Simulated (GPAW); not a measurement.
## How the form of the self-energy moves the gap of Cs2AgBiBr6 (Fm-3m)

Aim: compare treatments of exchange, screening and correlation for the gap of Cs2AgBiBr6 (Fm-3m).

Method: LDA and many-body steps on it, plane waves, in GPAW 26.7.0.

Report form: the programs' logs are mostly left out.

### Step 1. Starting point

It takes space group Fm-3m (No. 225, cubic). The conventional cell has a = 11.232 Å, b = 11.232 Å, c = 11.232 Å, α = 90.00°, β = 90.00°, γ = 90.00°. Nearest to Cs lie 12 Br at 3.97 Å. Nearest to Ag lie 6 Br at 2.80 Å. Bi has 6 Br at 2.81 Å nearest. Nearest to Br lie 1 Ag at 2.80 Å and 1 Bi at 2.81 Å and 4 Cs at 3.97 Å. Farther neighbours and most contacts between anions are not listed.

Coordinates:

```xyz
10
Lattice="0.0000 5.6161 5.6161 5.6161 0.0000 5.6161 5.6161 5.6161 0.0000" Properties=species:S:1:pos:R:3 pbc="T T T"
Cs    2.8081    2.8081    2.8081
Cs    8.4242    8.4242    8.4242
Ag    5.6161    5.6161    5.6161
Bi    0.0000    0.0000    0.0000
Br    5.6161    2.8142    5.6161
Br    8.4180    5.6161    5.6161
Br    5.6161    8.4180    5.6161
Br    2.8142    5.6161    5.6161
Br    5.6161    5.6161    2.8142
Br    5.6161    5.6161    8.4180
```

The cell and positions come from the Crystallography Open Database and are kept as given unless a step says otherwise. Spin-orbit coupling is left out unless a step names it.

### Step 2. Empty states on the mesh, 2×2×2 mesh, 1202 bands

This step: GPAW 26.7.0; DFT, LDA, plane waves, PAW.

The sums over transitions need many empty states on a uniform mesh; this step solves for them.

run.py

```python
import json
import numpy as np
from gpaw.mpi import world
from gpaw import GPAW

calc = GPAW('gs.gpw').fixed_density(kpts={'size': (2, 2, 2), 'gamma': True},
    parallel={'domain': 1, 'band': 1},
    txt='nscf.txt')
calc.diagonalize_full_hamiltonian(nbands=1202)
calc.write('full.gpw', mode='all')
res = {}
kpts = calc.get_ibz_k_points()
res['kpts'] = kpts
res['eigenvalues'] = [calc.get_eigenvalues(kpt=k) for k in range(len(kpts))]
res['n_electrons'] = calc.get_number_of_electrons()

if world.rank == 0:
    with open('result.json', 'w') as f:
        json.dump(res, f, default=lambda x: x.tolist())
```

The run is started by

```bash
$ mpirun -n 3 gpaw python run.py
```

It took 8.2 min on 3 MPI ranks of Arm Neoverse V1, shared host; peak memory 12 GiB.

This step gave:

| Item | Value |
| --- | --- |
| gap | 1.078 eV |
| k of the valence top | 0.5, 0.5, 0 |
| k of the conduction bottom | 0.5, 0.5, 0.5 |
| least direct gap | 2.347 eV |
| k points computed | 3 |
| lowest point of the top converged band, above the valence top | 119.9510 eV |

On this mesh the gap is 1.078 eV.

### Step 3. G0W0, Godby-Needs plasmon pole

Now the one-shot GW correction: screening in the RPA, then the self-energy of the levels asked for.

This step: G0W0 on LDA, plane waves, PAW.

run.py

```python
import json
import numpy as np
from gpaw.mpi import world
from gpaw.response.g0w0 import G0W0

gw = G0W0('full.gpw',
    filename='gw',
    kpts=[0, 1, 2],
    bands=(44, 48),
    ecut=78,
    nbands=554,
    integrate_gamma='WS',
    ppa=True)
gw.calculate()
res = {mode: {k: v for k, v in r.items() if k != 'sigma_eskwn'}
       for mode, r in gw.all_results.items()}

if world.rank == 0:
    with open('result.json', 'w') as f:
        json.dump(res, f, default=lambda x: x.tolist())
```

The run is started by

```bash
$ mpirun -n 8 gpaw python run.py
```

It took 3.8 min on 8 MPI ranks; peak memory 9.3 GiB.

Numbers from this step:

```yaml
g0w0_gap_on_the_points_computed: 2.083 eV
least_direct_g0w0_gap_on_the_computed_points: 3.721 eV
z_at_the_valence_top: 0.7914
z_at_the_conduction_bottom: 0.8135
starting_gap_on_the_mesh: 1.078 eV
k_of_the_valence_top: 0.5, 0.5, 0
k_of_the_conduction_bottom: 0.5, 0.5, 0.5
```

The gap on the mesh goes from 1.08 eV to 2.08 eV, a correction of +1.00 eV.

### Step 4. One-shot HSE06

This step: one-shot HSE06 levels on LDA orbitals, plane waves, PAW.

run.py

```python
import json
import numpy as np
from gpaw.mpi import world
from gpaw.hybrids.eigenvalues import non_self_consistent_eigenvalues

dft, vxc, vxc_hyb = non_self_consistent_eigenvalues('full.gpw', 'HSE06', 44, 48, kpt_indices=[0, 1, 2])
res = {'dft': dft[0], 'hybrid': (dft - vxc + vxc_hyb)[0]}
if world.rank == 0:
    with open('hybrid.txt', 'w') as f:
        for k, e0, e1 in zip([0, 1, 2], res['dft'], res['hybrid']):
            print(k, ' '.join(f'{x:9.4f}' for x in e0), '|', ' '.join(f'{x:9.4f}' for x in e1), file=f)

if world.rank == 0:
    with open('result.json', 'w') as f:
        json.dump(res, f, default=lambda x: x.tolist())
```

The run is started by

```bash
$ mpirun -n 8 gpaw python run.py
```

Wall time 5.4 s (8 MPI ranks); peak memory 2.1 GiB; 43 s of CPU time.

This step gave:

* starting gap on the mesh: 1.078 eV
* hybrid gap on the mesh: 2.236 eV
* least direct hybrid gap on the computed points: 3.775 eV

### Step 5. G0W0, extrapolated in the cutoff

This step: G0W0 on LDA, plane waves, PAW.

run.py

```python
import json
import numpy as np
from gpaw.mpi import world
from gpaw.response.g0w0 import G0W0

gw = G0W0('full.gpw',
    filename='gw',
    kpts=[0, 1, 2],
    bands=(44, 48),
    ecut=130.0,
    integrate_gamma='WS',
    ppa=True,
    ecut_extrapolation=True)
gw.calculate()
res = {mode: {k: v for k, v in r.items() if k != 'sigma_eskwn'}
       for mode, r in gw.all_results.items()}

if world.rank == 0:
    with open('result.json', 'w') as f:
        json.dump(res, f, default=lambda x: x.tolist())
```

The run is started by

```bash
$ mpirun -n 8 gpaw python run.py
```

Wall time 39 min (8 MPI ranks); peak memory 20 GiB.

This step gave:

```
quasiparticle gap on the points computed              : 2.177 eV
least direct quasiparticle gap on the computed points : 3.794 eV
Z at the valence top                                  : 0.7865
Z at the conduction bottom                            : 0.8114
starting gap on the mesh                              : 1.078 eV
k of the valence top                                  : 0.5, 0.5, 0
k of the conduction bottom                            : 0.5, 0.5, 0.5
gaps at the cutoffs of the extrapolation              : 2.100, 2.107, 2.115 eV
```

Against G0W0 in GPAW (2×2×2 mesh, 554 bands, screening to 78 eV, Godby-Needs plasmon pole), the gap moves by +0.094 eV.

### Step 6. One-shot Hartree-Fock

This step: one-shot Hartree-Fock levels on LDA orbitals, plane waves, PAW.

run.py

```python
import json
import numpy as np
from gpaw.mpi import world
from gpaw.hybrids.eigenvalues import non_self_consistent_eigenvalues

dft, vxc, vxc_hyb = non_self_consistent_eigenvalues('full.gpw', 'EXX', 44, 48, kpt_indices=[0, 1, 2])
res = {'dft': dft[0], 'hybrid': (dft - vxc + vxc_hyb)[0]}
if world.rank == 0:
    with open('hybrid.txt', 'w') as f:
        for k, e0, e1 in zip([0, 1, 2], res['dft'], res['hybrid']):
            print(k, ' '.join(f'{x:9.4f}' for x in e0), '|', ' '.join(f'{x:9.4f}' for x in e1), file=f)

if world.rank == 0:
    with open('result.json', 'w') as f:
        json.dump(res, f, default=lambda x: x.tolist())
```

The run is started by

```bash
$ mpirun -n 8 gpaw python run.py
```

Wall time 5.4 s (8 MPI ranks); peak memory 2 GiB.

This step gave:

```
starting gap on the mesh                       : 1.078 eV
hybrid gap on the mesh                         : 7.801 eV
least direct hybrid gap on the computed points : 9.548 eV
```

### Step 7. G0W0, full frequency, Hilbert transform

This step: G0W0 on LDA, plane waves, PAW.

run.py

```python
import json
import numpy as np
from gpaw.mpi import world
from gpaw.response.g0w0 import G0W0

gw = G0W0('full.gpw',
    filename='gw',
    kpts=[0, 1, 2],
    bands=(44, 48),
    ecut=78,
    nbands=554,
    integrate_gamma='WS',
    frequencies={'type': 'nonlinear', 'domega0': 0.1, 'omega2': 15.0},
    eta=0.1,
    nblocksmax=True)
gw.calculate()
res = {mode: {k: v for k, v in r.items() if k != 'sigma_eskwn'}
       for mode, r in gw.all_results.items()}

if world.rank == 0:
    with open('result.json', 'w') as f:
        json.dump(res, f, default=lambda x: x.tolist())
```

The run is started by

```bash
$ mpirun -n 8 gpaw python run.py
```

It took 11 min on 8 MPI ranks; peak memory 10 GiB; 87 min of CPU time.

This step gave:

```
G0W0 gap on the points computed              : 2.079 eV
least direct G0W0 gap on the computed points : 3.701 eV
starting gap on the mesh                     : 1.078 eV
k of the valence top                         : 0.5, 0.5, 0
k of the conduction bottom                   : 0.5, 0.5, 0.5
```

Against G0W0 in GPAW (2×2×2 mesh, 554 bands, screening to 78 eV, Godby-Needs plasmon pole), the gap moves by −0.003 eV.

### Step 8. Side by side

Times are wall times on 8 MPI ranks of Arm Neoverse V1, shared host, good to a factor of about two.

```tsv
run	mesh	bands	screening cutoff (eV)	DFT gap (eV)	gap on the mesh (eV)	direct (eV)	time
G0W0, Godby-Needs plasmon pole	2×2×2	554	78	1.078	2.083	3.721	3.8 min
one-shot HSE06	2×2×2	-	-	1.078	2.236	3.775	5.4 s
G0W0, extrapolated in the cutoff	2×2×2	-	130	1.078	2.177	3.794	39 min
one-shot Hartree-Fock	2×2×2	-	-	1.078	7.801	9.548	5.4 s
G0W0, full frequency, Hilbert transform	2×2×2	554	78	1.078	2.079	3.701	11 min
```

### Step 9. Summary of results

```yaml
g0w0_godby_needs_plasmon_pole: 2.083 eV
one_shot_hse06: 2.236 eV
g0w0_extrapolated_in_the_cutoff: 2.177 eV
one_shot_hartree_fock: 7.801 eV
g0w0_full_frequency_hilbert_transform: 2.079 eV
known_limits: not at the basis limit; d shell near the gap, gap tends to lie low; no spin-orbit coupling; coarse k mesh
```

In words: One-shot HSE06: +0.154 eV against G0W0, Godby-Needs plasmon pole. G0W0, extrapolated in the cutoff: +0.094 eV against G0W0, Godby-Needs plasmon pole, at other bands or cutoff, so not like for like. One-shot Hartree-Fock: +5.718 eV against G0W0, Godby-Needs plasmon pole. G0W0, full frequency, Hilbert transform: −0.003 eV against G0W0, Godby-Needs plasmon pole. Bare exchange alone opens the gap to 7.80 eV; against G0W0, correlation takes back 5.72 eV. One-shot hybrid levels are evaluated on the LDA orbitals. Bands and cutoff are finite, so the gap is not at the basis limit. The miss can reach some tenths of an eV and take either sign; the mesh is an error of its own. These stock PAW sets were not made for GW; the filled d or f shell of Br lies in the frozen core, which bears on start and correction. The program warns of a poor linear fit in the extrapolation of some level, so the extrapolated values are rough. The 2×2×2 mesh is coarse for this cell, which bears on the long-range parts of exchange and screening. Where an edge is built on 6p states of lead, bismuth or thallium, scalar-relativistic gaps usually stand too wide, by a few tenths to over one eV. A d shell, filled or nearly so, lies near the gap. One-shot GW converges very slowly in bands there, not always from below, and on a semilocal start the gap tends to come out low; starts rich in exact exchange can overshoot instead. The many-body steps are scalar-relativistic: spin-orbit coupling is not in them.

[Paths, hosts, dates, memory and timing lines, banners, echoed tables and standing remarks are left out of the program output.]

[Logs are printed without paths, hosts, clocks, repeated set-up lines and the standing remarks that a program may print on its own settings, such as how far it seeks lower states.]

[Runs of the session that timed out or met a known fault of the program may be left out.]

[Hosts, paths, dates, database ids (printed as entryN), source tags and the programs' standing remarks are cut or masked in the printed files.]
